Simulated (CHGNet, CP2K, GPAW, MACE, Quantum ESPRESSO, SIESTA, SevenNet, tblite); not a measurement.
# CP2K runs on W(110)/C(100) interface (96 atoms)

Aim: run W(110)/C(100) interface (96 atoms) in CP2K and see how near its forces come to a plane-wave reference, and at what cost.

Calculated with CP2K 2026.2; the method is named at each step.

### 1. Set-up

The cell holds 96 atoms: 24 W and 72 C. Cell: a = 7.976 Å, b = 7.567 Å, c = 24.830 Å, α = 90.0°, β = 90.0°, γ = 108.4°. Bcc W(110), 3 repeat layers, 8 surface cells, strained +2.88 and -2.40 %; diamond-structure C(100), 4 layers, 9 cells, +0.00 and -0.00 %; outer planes 2.12 Å apart, 12 Å of vacuum above; not relaxed, displaced by a Gaussian of 0.02 Å. Then every atom was moved at random, 0.05 Å r.m.s. a Cartesian component. Regions: W, 24 atoms (24 W); C, 72 atoms (72 C). Vacuum lies along c.

The yardstick, on the same geometry:

```
method                 : Kohn-Sham DFT, PBE, SSSP efficiency 1.3.0 pseudopotentials, plane waves (Quantum ESPRESSO 7.5); sssp-pbe-1.3.0-efficiency, cutoffs 45/360 Ry, Γ point
r.m.s. force component : 2.367 eV/Å
longest force          : 9.886 eV/Å
time                   : 9.1 min on 4 MPI ranks of Arm Neoverse V1, shared host
CPU time               : 37 min
```

### 2. PBE, DZVP-MOLOPT-SR, 600/50 Ry, diagonalisation

Method: Kohn-Sham DFT, PBE, GTH-PBE pseudopotentials, Gaussian and plane waves, DZVP-MOLOPT-SR-GTH, diagonalisation.

File input.inp:

```
&GLOBAL
  PROJECT cell
  RUN_TYPE ENERGY_FORCE
  PRINT_LEVEL LOW
&END GLOBAL
&FORCE_EVAL
  METHOD QS
  &DFT
    BASIS_SET_FILE_NAME BASIS_MOLOPT
    POTENTIAL_FILE_NAME GTH_POTENTIALS
    &MGRID
      CUTOFF 600
      REL_CUTOFF 50
      NGRIDS 5
    &END MGRID
    &QS
      EPS_DEFAULT 1.0E-12
    &END QS
    &SCF
      SCF_GUESS ATOMIC
      EPS_SCF 5.0E-06
      MAX_SCF 200
      ADDED_MOS 55
      &DIAGONALIZATION
        ALGORITHM STANDARD
      &END DIAGONALIZATION
      &SMEAR ON
        METHOD FERMI_DIRAC
        ELECTRONIC_TEMPERATURE [K] 580
      &END SMEAR
      &MIXING
        METHOD BROYDEN_MIXING
        ALPHA 0.2
        NBROYDEN 12
        BETA 0.05
      &END MIXING
      &PRINT
        &RESTART OFF
        &END RESTART
      &END PRINT
    &END SCF
    &XC
      &XC_FUNCTIONAL PBE
      &END XC_FUNCTIONAL
    &END XC
    &PRINT
      &MULLIKEN ON
      &END MULLIKEN
      &HIRSHFELD ON
        SHAPE_FUNCTION DENSITY
      &END HIRSHFELD
      &MO ON
        EIGENVALUES T
        OCCUPATION_NUMBERS T
        MO_INDEX_RANGE 301 324
        &EACH
          QS_SCF 0
        &END EACH
        ADD_LAST NUMERIC
      &END MO
    &END PRINT
  &END DFT
  &SUBSYS
    &CELL
      A 7.97610 0.00000 0.00000
      B -2.39279 7.17840 0.00000
      C 0.00000 0.00000 24.82973
    &END CELL
    &COORD
      W 0.14877 5.41424 5.99588
      W 1.50225 4.46159 8.18115
      W 0.18949 5.35523 10.47442
      W 2.86806 6.18735 5.96584
      W 4.11520 5.33743 8.21665
      W 2.95698 6.36925 10.41483
      W 0.07289 2.63024 5.99290
      W 1.39284 1.82819 8.28792
      W 0.14786 2.71975 10.54668
      W 2.80982 3.64167 5.92710
      W 4.00863 2.62902 8.11485
      W 2.65542 3.66027 10.48187
      W 5.51772 4.53919 6.05051
      W -1.21559 3.69824 8.23031
      W 5.53384 4.53101 10.46499
      W 0.03220 0.08119 6.04927
      W -1.18196 6.15002 8.26880
      W 5.58204 7.09391 10.54320
      W 2.65911 0.91252 5.99886
      W 4.04378 0.08406 8.17519
      W 2.68825 0.95717 10.40937
      W 5.31476 1.78706 5.97676
      W 6.65502 0.94159 8.23677
      W 5.42364 1.92058 10.49230
      C 0.48485 3.94274 12.57030
      C 0.05420 1.06348 13.46218
      C -0.41529 2.32315 14.35953
      C 0.73586 2.73124 15.25762
      C 1.20108 1.54996 16.23293
      C -0.79134 3.63722 17.04387
      C -0.40103 2.27318 18.00975
      C 0.85988 2.68580 18.79412
      C 1.33488 1.49863 12.49531
      C -1.64238 5.86683 13.54189
      C 0.38608 0.01113 14.34140
      C 1.56833 0.40156 15.26259
      C -0.31841 6.34535 16.21630
      C 0.03556 1.24409 17.15436
      C -1.91121 7.16289 17.92235
      C 1.68669 0.27881 18.84055
      C -0.34961 6.25878 12.69966
      C -0.72066 3.58453 13.43065
      C -1.11104 4.69130 14.37492
      C 0.06610 5.25401 15.15756
      C 0.36210 3.90182 16.12219
      C -1.51638 6.04349 17.02277
      C -1.21664 4.62310 17.94941
      C 0.14943 5.13349 18.79958
      C 6.09720 3.12928 12.58048
      C 5.60174 0.41025 13.53344
      C 5.22735 1.55951 14.37914
      C 6.40995 1.95389 15.20002
      C 6.93742 0.75359 16.19296
      C 4.81736 2.69807 17.06746
      C 5.24003 1.61406 17.91291
      C 6.43738 1.85533 18.78369
[... 36 atom lines left out ...]
      C 3.52935 2.29974 16.12666
      C 1.58969 4.38593 17.05058
      C 2.02154 3.10473 17.88039
      C 3.18350 3.52991 18.83683
    &END COORD
    &KIND W
      BASIS_SET DZVP-MOLOPT-SR-GTH-q14
      POTENTIAL GTH-PBE-q14
    &END KIND
    &KIND C
      BASIS_SET DZVP-MOLOPT-SR-GTH-q4
      POTENTIAL GTH-PBE-q4
    &END KIND
  &END SUBSYS
  &PRINT
    &FORCES ON
    &END FORCES
  &END PRINT
&END FORCE_EVAL
```

The run is started by

```bash
$ OMP_NUM_THREADS=1 mpirun -np 4 cp2k.psmp -i input.inp > output.txt
```

Numbers of over 12 decimals in the logs are rounded to 6 here.

Log:

```text
CP2K| version string:                                       CP2K version 2026.2
 CP2K| Input file name                                                 input.inp
 GLOBAL| Basis set file name                                        BASIS_MOLOPT
 GLOBAL| Potential file name                                      GTH_POTENTIALS
 GLOBAL| Run type                                                   ENERGY_FORCE
 GLOBAL| Total number of message passing processes                             4
 GLOBAL| Number of threads for this process                                    1
 TOTAL NUMBERS AND MAXIMUM NUMBERS
  Total number of            - Atomic kinds:                                   2
                             - Atoms:                                         96
                             - Shell sets:                                    96
                             - Shells:                                       552
                             - Primitive Cartesian functions:                504
                             - Cartesian basis functions:                   1752
                             - Spherical basis functions:                   1560
  Maximum angular momentum of- Orbital basis functions:                        3
                             - Local part of the GTH pseudopotential:          2
                             - Non-local part of the GTH pseudopotential:      4
 SCF PARAMETERS         Density guess:                                    ATOMIC
                        max_scf:                                             200
                        eps_scf:                                        5.00E-06
                        added MOs                                        55    0
                        Mixing method:                            BROYDEN_MIXING
                                                charge density mixing in g-space
                        Smear method:                                FERMI_DIRAC
                        Electronic temperature [K]:                        580.0
                        Electronic temperature [a.u.]:                  1.84E-03
                        Accuracy threshold:                             1.00E-10
 Extrapolation method: initial_guess
 Number of electrons:                                                        624
 Number of occupied orbitals:                                                312
 Number of molecular orbitals:                                               367
 Number of orbital functions:                                               1560
 Number of independent orbital functions:                                   1560
 SCF WAVEFUNCTION OPTIMIZATION
  Step     Update method      Time    Convergence         Total energy    Change
     1 NoMix/Diag. 0.20E+00    7.1     1.18326947     -2055.9528270588 -2.06E+03
     2 Broy./Diag. 0.20E+00   11.3     0.34414204     -2046.0385327924  9.91E+00
     3 Broy./Diag. 0.20E+00   11.2     0.97548697     -2049.3901399653 -3.35E+00
     4 Broy./Diag. 0.20E+00   11.2     0.90702732     -2036.8592416450  1.25E+01
[...]
29 Broy./Diag. 0.20E+00   11.0     0.00000792     -2045.0646737236  9.29E-07
    30 Broy./Diag. 0.20E+00   11.1     0.00000287     -2045.0647378771 -6.42E-05
  *** SCF run converged in    30 steps ***
  Electronic density on regular grids:       -623.9999999998        0.0000000002
  Core density on regular grids:              623.9999999994       -0.0000000006
  Total charge density on r-space grids:       -0.0000000004
  Total charge density g-space grids:          -0.0000000004
  Overlap energy of the core charge distribution:               4.23268e-06
  Self energy of the core charge distribution:              -3417.479646
  Core Hamiltonian energy:                                    827.046194
  Hartree energy:                                             855.177377
  Exchange-correlation energy:                               -309.800019
  Electronic entropic energy:                                  -0.0086482
  Fermi energy:                                                 0.195142
  Total energy:                                             -2045.064738
  Total energy (extrapolated to T->0):                      -2045.060414
 MO| EIGENVALUES AND OCCUPATION NUMBERS
 MO|
 MO|  Index      Eigenvalue [a.u.]        Eigenvalue [eV]             Occupation
 MO|    301               0.155964               4.243996               2.000000
 MO|    302               0.159788               4.348063               2.000000
 MO|    303               0.160108               4.356757               2.000000
[...]
MO|    323               0.223458               6.080597               0.000000
 MO|    324               0.225544               6.137374               0.000000
 MO| Sum:                                                             624.000000
 MO| E(Fermi):            0.195142 a.u.          5.310077 eV
 !-----------------------------------------------------------------------------!
                     Mulliken Population Analysis
 #  Atom  Element  Kind  Atomic population                           Net charge
       1     W        1         13.997012                              0.002988
       2     W        1         14.062112                             -0.062112
       3     W        1         13.918017                              0.081983
[...]
95     C        2          4.121215                             -0.121215
      96     C        2          3.886570                              0.113430
 # Total charge                            624.000000                  0.000000
 !-----------------------------------------------------------------------------!
 !-----------------------------------------------------------------------------!
                           Hirshfeld Charges
  #Atom  Element  Kind  Ref Charge     Population                    Net charge
      1       W      1      14.000         13.993                         0.007
      2       W      1      14.000         13.994                         0.006
      3       W      1      14.000         13.926                         0.074
[...]
95       C      2       4.000          4.029                        -0.029
     96       C      2       4.000          3.982                         0.018
  Total Charge                                                            0.000
 !-----------------------------------------------------------------------------!
 ENERGY| Total FORCE_EVAL ( QS ) energy [hartree]          -2045.064760
 FORCES| Atomic forces [hartree/bohr]
 FORCES|   Atom     x               y               z               |f|
 FORCES|      1  8.20806740E-03 -1.25008034E-02  2.36063917E-02   2.79446629E-02
 FORCES|      2 -7.33386512E-03  2.67152121E-02 -1.77581657E-02   3.29065432E-02
 FORCES|      3 -1.19968320E-02  2.43580717E-02  4.32316894E-02   5.10511372E-02
[...]
FORCES|     95 -3.13953730E-03  4.90503525E-02  6.77706275E-02   8.37176906E-02
 FORCES|     96  1.01091270E-02  1.08508116E-02 -4.22254151E-02   4.47539969E-02
 FORCES| Sum    -4.63740462E-05  6.00519605E-05  3.64702026E-05
 FORCES| Total atomic force                                       8.41835245E-05
```

Elapsed: 5.9 min, on 4 MPI ranks of Arm Neoverse V1, shared host; peak memory 6.5 GiB; 24 min of CPU time.

Banners, paths, timers and routine set-up lines are dropped from the logs unmarked, and long logs keep their key lines alone; longer cuts are marked.

Numbers from this run, and their distance from the reference:

| Item | Value |
| --- | --- |
| r.m.s. force component | 2.404 eV/Å |
| r.m.s. difference of force components | 52.73 meV/Å |
| longest difference of force vectors | 190.4 meV/Å |
| force difference over r.m.s. force | 2.227 % |
| slope of forces against the reference's | 1.015 |
| correlation of force components | 0.9999 |

Length of the force difference by element (eV/Å):

```
element  atoms   mean  most
      C     72  0.087  0.19
      W     24  0.076  0.12
```

The surroundings of C78, which bears the longest force, nearest first, numbered as they follow in the input and with coordinates relative to it.

```
atom      x      y      z  distance (Å)  bonds  Hirshfeld charge (e)     Fx     Fy  Fz (eV/Å)
 C78   0.00   0.00   0.00          0.00      4                 -0.01  -6.72  -6.28       3.98
 C93   1.01   0.23  -0.84          1.34      4                  0.00   6.91   3.51      -2.53
 C95  -0.49   1.03   0.91          1.46      4                 -0.03  -0.16   2.52       3.48
 C29  -1.31  -0.52  -0.74          1.59      4                  0.01   0.60   2.02      -2.21
 C79   0.28  -1.37   0.93          1.68      4                 -0.03   1.59   2.07       3.21
 C92   0.65   1.54  -1.67          2.36      4                  0.00   1.08  -5.61      -2.44
 C54   2.30   0.63   0.10          2.39      4                  0.01  -0.58   1.50      -1.72
 C96   0.67   1.46   1.87          2.46      2                  0.02   0.52   0.56      -2.17
 C94  -0.93   2.32   0.08          2.50      4                  0.02   0.03  -2.94      -0.66
```

Forces lie 2.2 % from the reference's, at 0.65 times its CPU time.

### 3. PBE, SZV-MOLOPT-SR, 600/50 Ry, diagonalisation

Method: Kohn-Sham DFT, PBE, GTH-PBE pseudopotentials, Gaussian and plane waves, SZV-MOLOPT-SR-GTH, diagonalisation.

Edit input.inp of step 2 so:

```diff
@@ -22,3 +22,3 @@
       MAX_SCF 200
-      ADDED_MOS 55
+      ADDED_MOS 48
       &DIAGONALIZATION
@@ -68,7 +68,8 @@
     &END CELL
-    &COORD
-[... 96 atom lines left out: the same atoms as in the first run ...]
-    &END COORD
+    &TOPOLOGY
+      COORD_FILE_NAME structure.xyz
+      COORD_FILE_FORMAT XYZ
+    &END TOPOLOGY
     &KIND W
-      BASIS_SET DZVP-MOLOPT-SR-GTH-q14
+      BASIS_SET SZV-MOLOPT-SR-GTH-q14
       POTENTIAL GTH-PBE-q14
@@ -76,3 +77,3 @@
     &KIND C
-      BASIS_SET DZVP-MOLOPT-SR-GTH-q4
+      BASIS_SET SZV-MOLOPT-SR-GTH-q4
       POTENTIAL GTH-PBE-q4
```

File structure.xyz:

```xyz
96

W 0.14877 5.41424 5.99588
W 1.50225 4.46159 8.18115
W 0.18949 5.35523 10.47442
W 2.86806 6.18735 5.96584
W 4.11520 5.33743 8.21665
W 2.95698 6.36925 10.41483
W 0.07289 2.63024 5.99290
W 1.39284 1.82819 8.28792
W 0.14786 2.71975 10.54668
W 2.80982 3.64167 5.92710
W 4.00863 2.62902 8.11485
W 2.65542 3.66027 10.48187
W 5.51772 4.53919 6.05051
W -1.21559 3.69824 8.23031
W 5.53384 4.53101 10.46499
W 0.03220 0.08119 6.04927
W -1.18196 6.15002 8.26880
W 5.58204 7.09391 10.54320
W 2.65911 0.91252 5.99886
W 4.04378 0.08406 8.17519
[... 72 atom lines left out ...]
C 3.52935 2.29974 16.12666
C 1.58969 4.38593 17.05058
C 2.02154 3.10473 17.88039
C 3.18350 3.52991 18.83683
```

The run is started by

```bash
$ OMP_NUM_THREADS=2 cp2k.psmp -i input.inp > output.txt
```

Log:

```text
CP2K| version string:                                       CP2K version 2026.2
 CP2K| Input file name                                                 input.inp
 GLOBAL| Basis set file name                                        BASIS_MOLOPT
 GLOBAL| Potential file name                                      GTH_POTENTIALS
 GLOBAL| Run type                                                   ENERGY_FORCE
 GLOBAL| Total number of message passing processes                             1
 GLOBAL| Number of threads for this process                                    2
[... lines left out ...]
                        Smear method:                                FERMI_DIRAC
[... lines left out ...]
 Number of electrons:                                                        624
[... lines left out ...]
  Step     Update method      Time    Convergence         Total energy    Change
[... lines left out ...]
  *** SCF run converged in    34 steps ***
[... lines left out ...]
  Fermi energy:                                                 0.250146
  Total energy:                                             -2041.245761
  Total energy (extrapolated to T->0):                      -2041.243166
[... lines left out ...]
 MO| E(Fermi):            0.250146 a.u.          6.806817 eV
[... lines left out ...]
                           Hirshfeld Charges
  #Atom  Element  Kind  Ref Charge     Population                    Net charge
      1       W      1      14.000         13.987                         0.013
      2       W      1      14.000         14.007                        -0.007
      3       W      1      14.000         13.923                         0.077
[...]
95       C      2       4.000          4.011                        -0.011
     96       C      2       4.000          3.990                         0.010
  Total Charge                                                            0.000
 !-----------------------------------------------------------------------------!
 ENERGY| Total FORCE_EVAL ( QS ) energy [hartree]          -2041.245802
 FORCES| Atomic forces [hartree/bohr]
 FORCES|   Atom     x               y               z               |f|
 FORCES|      1  6.98890290E-03 -1.00913850E-02  2.87676535E-02   3.12771275E-02
 FORCES|      2 -6.43407368E-03  1.82463239E-02 -2.72691225E-02   3.34354704E-02
 FORCES|      3 -1.45069923E-02  2.76736017E-02  5.64215680E-02   6.44955377E-02
[...]
FORCES|     95 -3.89048392E-03  6.42936074E-02  8.91009834E-02   1.09944482E-01
 FORCES|     96  1.07329723E-02  1.74774430E-02 -4.12105664E-02   4.60322549E-02
 FORCES| Sum    -4.54942248E-05  6.91245972E-05  5.24303129E-05
 FORCES| Total atomic force                                       9.79636266E-05
```

The job ended after 7.3 min (2 threads; peak memory 4.4 GiB; 13 min of CPU time).

Compared with the plane-wave run:

- r.m.s. force component: 3.065 eV/Å
- r.m.s. difference of force components: 755.4 meV/Å
- longest difference of force vectors: 3056 meV/Å
- force difference over r.m.s. force: 31.91 %
- slope of forces against the reference's: 1.287
- correlation of force components: 0.9942

This is a coarse setting, run to see what it loses.

Against the first run (2.2 %), the force difference from the reference is 32 %, at 0.56 times the CPU time (on 2 against 4 cores), with 528 basis functions against 1560: the smaller basis costs accuracy.

(Part 1 of 2 ends here.)

[Also dropped from logs without a mark: logging warnings of Python, and SIESTA's first energy breakdown and zero terms.]

[Logs are printed without paths, hosts, clocks, repeated set-up lines and the standing remarks that a program may print on its own settings, such as how far it seeks lower states.]

[Hosts, paths, dates, database ids (printed as entryN), source tags and the programs' standing remarks are cut or masked in the printed files.]
